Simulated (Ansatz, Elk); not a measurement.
**Bonding as seen by X-rays: YSiBOs3**

The structure of YSiBOs3 used here is made up (a known structure type with other elements) and was relaxed beforehand with PBE. The aim is the Fourier transform of its all-electron density, F(hkl), set beside the sum over free spherical atoms that refinements use.

Method: DFT, PBE, all-electron APW+lo, Dirac cores, scalar-relativistic bands, static density, no spin, in Elk 11.2.3 (patched build).

The structure was built from a prototype and need not be the compound's stable phase.

### Step 1. Set-up

The structure is hexagonal, space group P-6m2 (No. 187). The conventional cell has a = 5.751 Å, b = 5.751 Å, c = 3.172 Å, α = 90.00°, β = 90.00°, γ = 120.00°. Nearest to Os lie 2 B at 2.23 Å and 2 Si at 2.36 Å and 6 Os at 2.72 to 3.17 Å and 4 Y at 3.29 Å. Nearest to Y lie 2 Y at 3.17 Å and 12 Os at 3.29 Å and 3 B at 3.32 Å and 3 Si at 3.32 Å. Nearest to Si lie 6 Os at 2.36 Å and 2 Si at 3.17 Å and 3 Y at 3.32 Å and 3 B at 3.32 Å. Nearest to B lie 6 Os at 2.23 Å and 2 B at 3.17 Å and 3 Y at 3.32 Å and 3 Si at 3.32 Å. Farther neighbours are not listed.

### Step 2. Ground state and structure factors

An all-electron density is needed, since X-rays see the cores too. Task 0 finds the density and task 195 Fourier-transforms it; tshift is off so that phases refer to the origin typed.

Contents of elk.in:

```
tasks
  0
  195

xctype
  20

spinpol
  .false.

rgkmax
  7.0

gmaxvr
  14.0

lmaxo
  7

lmaxapw
  8

swidth
  0.002

tshift
  .false.

ramdisk
  .false.

hmaxvr
  5.5

maxscl
  120

epspot
  1e-06

sppath
  './'

avec
  10.86869912265 0.00000000000 0.00000000000
  -5.43434956133 9.41256954630 0.00000000000
  0.00000000000 0.00000000000 5.99368637876

atoms
  4
  'Os.in'
  3
  0.4911209468 0.9822418937 0.5000000000   0.000000 0.000000 0.000000
  0.4911209468 0.5088790532 0.5000000000   0.000000 0.000000 0.000000
  0.0177581063 0.5088790532 0.5000000000   0.000000 0.000000 0.000000
  'Y.in'
  1
  0.0000000000 0.0000000000 0.0000000000   0.000000 0.000000 0.000000
  'Si.in'
  1
  0.6666666667 0.3333333333 0.0000000000   0.000000 0.000000 0.000000
  'B.in'
  1
  0.3333333333 0.6666666667 0.0000000000   0.000000 0.000000 0.000000

ngridk
  5 5 7
```

On the command line:

```console
$ OMP_NUM_THREADS=4 elk
```

Numbers of over 12 decimals in the logs are rounded to 6 here.

Output:

```text
┌─────────────────────────┐
│ Elk code version 11.2.3 │
└─────────────────────────┘

All units are atomic (Hartree, Bohr, etc.)

┌─────────────────────────────────────────────────┐
│ Ground-state run starting from atomic densities │
└─────────────────────────────────────────────────┘

Lattice vectors :
   10.86869912       0.000000000       0.000000000
  -5.434349561       9.412569546       0.000000000
   0.000000000       0.000000000       5.993686379

Reciprocal lattice vectors :
  0.5780991116      0.3337656777      -0.000000000
   0.000000000      0.6675313554       0.000000000
   0.000000000      -0.000000000       1.048300647

Unit cell volume      :    613.1684197
Brillouin zone volume :   0.4045384685

Muffin-tin inner radius fraction :   0.1000000000E-01

Nuclei treated as point charges

Species : 1 (Os)
 parameters loaded from : Os.in
 name : osmium
 nuclear charge    :   -76.00000000
 electronic charge :    76.00000000
 atomic mass :    346768.0767
 muffin-tin radius :    2.411968227
 number of radial points in muffin-tin :   1393
 inner part over the whole radius :   0.9940069796E-02
 number on inner part of muffin-tin    :    996
 approximate nuclear radius :   0.1019601503E-03
 number of mesh points to nuclear radius :    526
 atomic positions (lattice), magnetic fields (Cartesian) :
  1 :   0.49112095  0.98224189  0.50000000    0.00000000  0.00000000  0.00000000
  2 :   0.49112095  0.50887905  0.50000000    0.00000000  0.00000000  0.00000000
  3 :   0.01775811  0.50887905  0.50000000    0.00000000  0.00000000  0.00000000

Species : 2 (Y)
 parameters loaded from : Y.in
 name : yttrium
 nuclear charge    :   -39.00000000
 electronic charge :    39.00000000
 atomic mass :    162065.4503
 muffin-tin radius :    2.600000000
 number of radial points in muffin-tin :   1193
 inner part over the whole radius :   0.9871815862E-02
 number on inner part of muffin-tin    :    847
 approximate nuclear radius :   0.8135895711E-04
 number of mesh points to nuclear radius :    416
 atomic positions (lattice), magnetic fields (Cartesian) :
  1 :   0.00000000  0.00000000  0.00000000    0.00000000  0.00000000  0.00000000

Species : 3 (Si)
 parameters loaded from : Si.in
 name : silicon
 nuclear charge    :   -14.00000000
 electronic charge :    14.00000000
 atomic mass :    51196.73458
 muffin-tin radius :    1.940909488
 number of radial points in muffin-tin :    793
 inner part over the whole radius :   0.9897908291E-02
 number on inner part of muffin-tin    :    551
 approximate nuclear radius :   0.5963282101E-04
 number of mesh points to nuclear radius :    248
 atomic positions (lattice), magnetic fields (Cartesian) :
  1 :   0.66666667  0.33333333  0.00000000    0.00000000  0.00000000  0.00000000

Species : 4 (B)
 parameters loaded from : B.in
 name : boron
 nuclear charge    :   -5.000000000
 electronic charge :    5.000000000
 atomic mass :    19707.24742
 muffin-tin radius :    1.757532862
 number of radial points in muffin-tin :    593
 inner part over the whole radius :   0.9790452374E-02
 number on inner part of muffin-tin    :    404
 approximate nuclear radius :   0.4534157419E-04
 number of mesh points to nuclear radius :    161
 atomic positions (lattice), magnetic fields (Cartesian) :
  1 :   0.33333333  0.66666667  0.00000000    0.00000000  0.00000000  0.00000000

Total number of atoms per unit cell :    6
Total muffin-tin volume :    303.3189743
 ratio of muffin-tin to unit cell volume :   0.4946748146

Spin treatment :
 spin-unpolarised

Number of Bravais lattice symmetries :   24
Number of crystal symmetries         :   12
Crystal has no inversion symmetry
Complex Hermitian eigensolver will be used

k-point grid :      5     5     7
k-point offset :    0.000000000       0.000000000       0.000000000
k-point set is reduced with full crystal symmetry group
Total number of k-points :       28

Muffin-tin radius times maximum |G+k| :    7.000000000
 using average radius
[...]
total energy                :     -55551.152334835

Density of states at Fermi energy :    83.79017029
 (states/Hartree/unit cell)

Estimated indirect band gap :   0.5693318506E-03
 from k-point 11 to k-point 27
Estimated direct band gap   :   0.4746120219E-02
 at k-point 1

Charges :
 core                        :    178.0000000
 valence                     :    108.0000000
 interstitial                :    11.58770136
 muffin-tins (core leakage)
  species : 1 (Os)
[...]
species : 2 (Y)
[...]
species : 3 (Si)
[...]
species : 4 (B)
[...]
total in muffin-tins        :    274.4122986
 total calculated charge     :    285.9940287
 total charge                :    286.0000000
 error                       :   0.5971279030E-02

RMS change in Kohn-Sham potential (target) :    1.785175269     (  0.1000000000E-05)
Absolute change in total energy (target)   :    2.578456680     (  0.1000000000E-03)

[... loops 3 to 18 left out ...]

┌──────────────────┐
│ Loop number : 19 │
└──────────────────┘

Energies :
 Fermi                       :     0.420472
 sum of occupied eigenvalues :     -33948.135558669
 electron kinetic            :      62664.550677642
 core electron kinetic       :      60350.514250867
 Coulomb                     :     -117052.77666842
 Coulomb potential           :     -95098.037888211
 nuclear-nuclear             :     -5049.4926685291
 electron-nuclear            :     -129012.44386945
 Hartree                     :      17009.159869556
 Madelung                    :     -69503.757724316
 xc potential                :     -1514.6483481003
 exchange                    :     -1141.6064237842
 correlation                 :     -16.719211590672
 electron entropic           :    -0.10217029935517E-02
 total energy                :     -55546.552647857

Density of states at Fermi energy :    75.89660687
 (states/Hartree/unit cell)

Estimated indirect band gap :   0.8855464077E-03
 from k-point 7 to k-point 22
Estimated direct band gap   :   0.1457547633E-01
 at k-point 8

Charges :
 core                        :    178.0000000
 valence                     :    108.0000000
 interstitial                :    11.22920620
 muffin-tins (core leakage)
  species : 1 (Os)
[...]
species : 2 (Y)
[...]
species : 3 (Si)
[...]
species : 4 (B)
[...]
total in muffin-tins        :    274.7707938
 total calculated charge     :    285.9942304
 total charge                :    286.0000000
 error                       :   0.5769646080E-02

RMS change in Kohn-Sham potential (target) :   0.2224135485E-06 (  0.1000000000E-05)
Absolute change in total energy (target)   :   0.1703917223E-04 (  0.1000000000E-03)

Convergence targets achieved

┌──────────────────┐
│ Loop number : 20 │
└──────────────────┘

Energies :
 Fermi                       :     0.420472
 sum of occupied eigenvalues :     -33948.135557005
 electron kinetic            :      62664.550677903
 core electron kinetic       :      60350.514250414
 Coulomb                     :     -117052.77666789
 Coulomb potential           :     -95098.037885749
 nuclear-nuclear             :     -5049.4926685291
 electron-nuclear            :     -129012.44387088
 Hartree                     :      17009.159871520
 Madelung                    :     -69503.757725019
 xc potential                :     -1514.6483491592
 exchange                    :     -1141.6064238053
 correlation                 :     -16.719211589631
 electron entropic           :    -0.10217029517648E-02
 total energy                :     -55546.552647088

Density of states at Fermi energy :    75.89660297
 (states/Hartree/unit cell)

Estimated indirect band gap :   0.8855478199E-03
 from k-point 7 to k-point 22
Estimated direct band gap   :   0.1457547505E-01
 at k-point 8

Charges :
 core                        :    178.0000000
 valence                     :    108.0000000
 interstitial                :    11.22920615
 muffin-tins (core leakage)
  species : 1 (Os)
[...]
species : 2 (Y)
   atom 1                    :    36.76218379     (  0.8574129716E-05)
  species : 3 (Si)
   atom 1                    :    11.81925097     (  0.5173700026E-02)
  species : 4 (B)
   atom 1                    :    3.868081459     (  0.9159355203E-04)
 total in muffin-tins        :    274.7707938
 total calculated charge     :    285.9942304
 total charge                :    286.0000000
 error                       :   0.5769646087E-02

┌──────────────────────────────┐
│ Self-consistent loop stopped │
└──────────────────────────────┘

Warning : the lowest level lies among the core levels :   -2.730515994      -2.869795120

Warning : core states of species 3 leak from the muffin-tin :   0.5173700026E-02

Wrote STATE.OUT
```

Run time: 79 s. Hardware: 4 threads of Arm Neoverse V1, shared host; peak memory 0.29 GiB; 4.3 min of CPU time.

SFACRHO.OUT:

```text

h k l indices transformed by vhmat matrix:
   1.000000000       0.000000000       0.000000000    
   0.000000000       1.000000000       0.000000000    
   0.000000000       0.000000000       1.000000000    

      h      k      l  multipl.   |H|            Re(F)            Im(F)           |F|

      0      0      0      1   0.0000000       286.00000      0.21497731E-15   286.00000    
      0     -1      0      3  0.66753136      -44.915289       9.0287499       45.813770    
     -1      0      0      3  0.66753136      -44.915289      -9.0287499       45.813770    
      0      0     -1      2   1.0483006      -156.09700     -0.24189091E-13   156.09700    
      1     -2      0      6   1.1561982      -19.369352      0.44012673E-07   19.369352    
     -1      0      1      6   1.2427922       90.016887       20.588341       92.341322    
      0     -1      1      6   1.2427922       90.016887      -20.588341       92.341322    
      2      0      0      3   1.3350627       214.05180       5.8985677       214.13305    
     -2      0      0      3   1.3350627       214.05180      -5.8985677       214.13305    
      1      1      1     12   1.5606821       100.48804     -0.19389273E-13   100.48804    
      0     -2     -1      6   1.6974471      -154.87464       5.6426417       154.97740    
     -2      0      1      6   1.6974471      -154.87464      -5.6426417       154.97740    
     -2      3      0      6   1.7661220      -35.919352      -31.632184       47.862249    
      1      2      0      6   1.7661220      -35.919352       31.632184       47.862249    
      3     -3      0      3   2.0025941      -21.647461      -37.527743       43.323712    
      0     -3      0      3   2.0025941      -21.647461       37.527743       43.323712    
     -2      3     -1     12   2.0538065       76.642558       19.534158       79.092762    
     -2     -1     -1     12   2.0538065       76.642558      -19.534158       79.092762
```

Elk indexes on the primitive cell of elk.in and gives |H| = 4π sin θ/λ in inverse bohr. Below, one row stands for each form hkl of the conventional cell (m members, Friedel mates merged), F is for one primitive cell and the density is static (no thermal factor). Free-atom factors are Waasmaier and Kirfel's, and R is Σm||F|−|F'||/Σm|F|.

| hkl | m | sin θ/λ (Å⁻¹) | abs F, DFT | neutral atoms | diff. | abs of complex diff. |
| --- | --- | --- | --- | --- | --- | --- |
| 100 | 6 | 0.100 | 45.814 | 45.711 | +0.103 | 0.104 |
| 001 | 2 | 0.158 | 156.097 | 156.162 | -0.065 | 0.065 |
| 110 | 6 | 0.174 | 19.369 | 19.380 | -0.011 | 0.011 |
| 101 | 12 | 0.187 | 92.341 | 92.600 | -0.259 | 0.261 |
| 200 | 6 | 0.201 | 214.133 | 214.647 | -0.514 | 0.515 |
| 111 | 12 | 0.235 | 100.488 | 100.548 | -0.060 | 0.060 |
| 201 | 12 | 0.255 | 154.978 | 155.611 | -0.633 | 0.640 |
| 210 | 12 | 0.266 | 47.862 | 48.103 | -0.241 | 0.245 |
| 300 | 6 | 0.301 | 43.324 | 43.604 | -0.281 | 0.315 |
| 211 | 24 | 0.309 | 79.093 | 79.140 | -0.047 | 0.051 |
| 002 | 2 | 0.315 | 203.161 | 203.930 | -0.769 | 0.769 |
| 102 | 12 | 0.331 | 35.171 | 35.394 | -0.223 | 0.245 |
| 301 | 12 | 0.340 | 97.229 | 97.409 | -0.180 | 0.181 |
| 220 | 6 | 0.348 | 189.496 | 189.897 | -0.401 | 0.401 |
| 112 | 12 | 0.360 | 17.952 | 17.909 | +0.043 | 0.043 |
| 310 | 12 | 0.362 | 28.287 | 28.407 | -0.120 | 0.130 |
| 202 | 12 | 0.374 | 174.039 | 174.024 | +0.015 | 0.022 |
| 221 | 12 | 0.382 | 116.585 | 116.674 | -0.089 | 0.089 |

### Step 3. The highest occupied states alone

An energy window below the Fermi level keeps the highest occupied states, to see at which angles they scatter; shallow core shells can lie inside it and anion s states outside. No new self-consistency is needed.

elk.in, as its differences from that of step 2:

```diff
@@ -1,3 +1,2 @@
 tasks
-  0
   195
@@ -40,2 +39,5 @@
 
+wsfac
+  -0.020520 0.720470
+
 sppath
```

On the command line:

```console
$ OMP_NUM_THREADS=4 elk
```

Output:

```text
┌─────────────────────────────────┐
│ Elk code version 11.2.3 started │
└─────────────────────────────────┘

Info(readinput): the functional depends on the density's gradient
 muffin-tin radial points multiplied by    2.00000
 (not where nrmtscf is given)

┌────────────────────┐
│ Current task : 195 │
└────────────────────┘
Info(checkmt): changed muffin-tin radius of species 1 (Os) from   2.8000 to   2.4120
Info(checkmt): changed muffin-tin radius of species 3 (Si) from   2.2000 to   1.9409
Info(checkmt): changed muffin-tin radius of species 4 (B) from   1.8000 to   1.7575

Info(sfacrho): density structure factors written to SFACRHO.OUT

 Energy window :  -0.2052000000E-01  0.7204700000

┌──────────────────┐
│ Elk code stopped │
└──────────────────┘
```

It took 17 s on 4 threads; peak memory 0.16 GiB; 21 s of CPU time.

States within 12 eV below the Fermi level hold 34.00 electrons; any levels below the window count with the cores. Their amplitudes can exceed the total, where window and core parts have opposite phase:

| hkl | sin θ/λ (Å⁻¹) | abs F, window | abs F, all |
| --- | --- | --- | --- |
| 100 | 0.100 | 6.850 | 45.814 |
| 001 | 0.158 | 7.216 | 156.097 |
| 110 | 0.174 | 0.655 | 19.369 |
| 101 | 0.187 | 1.546 | 92.341 |
| 200 | 0.201 | 5.082 | 214.133 |
| 111 | 0.235 | 2.064 | 100.488 |
| 201 | 0.255 | 2.689 | 154.978 |
| 210 | 0.266 | 0.867 | 47.862 |
| 300 | 0.301 | 0.246 | 43.324 |
| 211 | 0.309 | 0.573 | 79.093 |

### Step 4. Another functional

The difference from free atoms is small, so it is set against the change that LDA (Perdew-Wang) makes.

elk.in, as its differences from that of step 3:

```diff
@@ -1,2 +1,3 @@
 tasks
+  0
   195
@@ -4,3 +5,3 @@
 xctype
-  20
+  3
 
@@ -39,5 +40,2 @@
 
-wsfac
-  -0.020520 0.720470
-
 sppath
```

On the command line:

```console
$ OMP_NUM_THREADS=4 elk
```

Output:

```text
┌─────────────────────────┐
│ Elk code version 11.2.3 │
└─────────────────────────┘

All units are atomic (Hartree, Bohr, etc.)

┌─────────────────────────────────────────────────┐
│ Ground-state run starting from atomic densities │
└─────────────────────────────────────────────────┘

Lattice vectors :
   10.86869912       0.000000000       0.000000000
  -5.434349561       9.412569546       0.000000000
   0.000000000       0.000000000       5.993686379

Reciprocal lattice vectors :
  0.5780991116      0.3337656777      -0.000000000
[...]
species : 3 (Si)
   atom 1                    :    11.83033042     (  0.5298289906E-02)
  species : 4 (B)
   atom 1                    :    3.863051108     (  0.9612591739E-04)
 total in muffin-tins        :    274.8432652
 total calculated charge     :    285.9940926
 total charge                :    286.0000000
 error                       :   0.5907402521E-02

┌──────────────────────────────┐
│ Self-consistent loop stopped │
└──────────────────────────────┘

Warning : the lowest level lies among the core levels :   -2.742218238      -2.873953570

Warning : core states of species 3 leak from the muffin-tin :   0.5298289906E-02

Wrote STATE.OUT
[key lines of the parts left out:]
total energy                :     -55512.062539316
```

Run time: 50 s. Hardware: 4 threads; peak memory 0.2 GiB.

Against the first run R = 0.02 %; the largest change is -0.047 at 442.

### Step 5. Basis size

A smaller basis shows how fast F responds to it; the change is likely larger than the basis error of the first run, but doesn't show convergence.

elk.in, as its differences from that of step 4:

```diff
@@ -5,3 +5,3 @@
 xctype
-  3
+  20
 
@@ -11,3 +11,3 @@
 rgkmax
-  7.0
+  5.5
```

On the command line:

```console
$ OMP_NUM_THREADS=4 elk
```

Output:

```text
┌─────────────────────────┐
│ Elk code version 11.2.3 │
└─────────────────────────┘

All units are atomic (Hartree, Bohr, etc.)

┌─────────────────────────────────────────────────┐
│ Ground-state run starting from atomic densities │
└─────────────────────────────────────────────────┘

Lattice vectors :
   10.86869912       0.000000000       0.000000000
  -5.434349561       9.412569546       0.000000000
   0.000000000       0.000000000       5.993686379

Reciprocal lattice vectors :
  0.5780991116      0.3337656777      -0.000000000
[...]
species : 3 (Si)
   atom 1                    :    11.81186370     (  0.5164721772E-02)
  species : 4 (B)
   atom 1                    :    3.846026405     (  0.9118544372E-04)
 total in muffin-tins        :    274.4574463
 total calculated charge     :    285.9943844
 total charge                :    286.0000000
 error                       :   0.5615581201E-02

┌──────────────────────────────┐
│ Self-consistent loop stopped │
└──────────────────────────────┘

Warning : the lowest level lies among the core levels :   -2.765631434      -2.897985549

Warning : core states of species 3 leak from the muffin-tin :   0.5164721772E-02

Wrote STATE.OUT
[key lines of the parts left out:]
total energy                :     -55546.339907256
```

Elapsed: 59 s, on 4 threads; peak memory 0.28 GiB.

Against the first run R = 0.02 %; the largest change is +0.124 at 202.

### Step 6. Settings against the effect

| run | R against the first run (%) | R against neutral atoms, low angle (%) | wall time |
| --- | --- | --- | --- |
| PBE, rgkmax 7 | 0.00 | 0.27 | 79 s |
| LDA (Perdew-Wang) | 0.02 | 0.26 | 50 s |
| rgkmax 5.5 | 0.02 | 0.31 | 59 s |

### Step 7. Summary of results

```
R against neutral atoms, sin θ/λ < 0.3 Å⁻¹ : 0.27 %
R against neutral atoms, 0.3 to 0.82 Å⁻¹   : 0.19 %
```

Independent neutral atoms miss the calculated amplitudes by R = 0.27 % below 0.3 Å⁻¹ and 0.19 % from there to 0.82 Å⁻¹; by shells, 0.22 % below 0.15 Å⁻¹ (1 form), 0.27 % 0.15 to 0.3 (7 forms), 0.14 % 0.3 to 0.45 (16 forms), 0.20 % above 0.45 (91 forms). Bonding, aspherical density and the tables' own atoms all enter these figures, and the runs don't part them. The largest change of an amplitude is -0.77 electrons, at 002. R counts amplitudes alone; phases shift too. The window's part falls from 34.0 electrons at the origin to at most 0.64 between 0.45 and 0.82 Å⁻¹. Below 0.3 Å⁻¹ the changes that finished (LDA (Perdew-Wang) and rgkmax 5.5) move F by R = 0.04 % at most, against the 0.27 % that separates it from free atoms. The k-mesh has no finished test. These runs have no spin, though d or f shells may be open. Spin-orbit coupling is left out, which can matter for elements this heavy. Part of the difference isn't bonding: the tables are fits to free atoms and ions calculated by other methods than this functional. Thermal motion, anomalous dispersion and extinction are left out.

[Logs are printed without paths, hosts, clocks, repeated set-up lines and the standing remarks that a program may print on its own settings, such as how far it seeks lower states.]

[Hosts, paths, dates, database ids (printed as entryN), source tags and the programs' standing remarks are cut or masked in the printed files.]
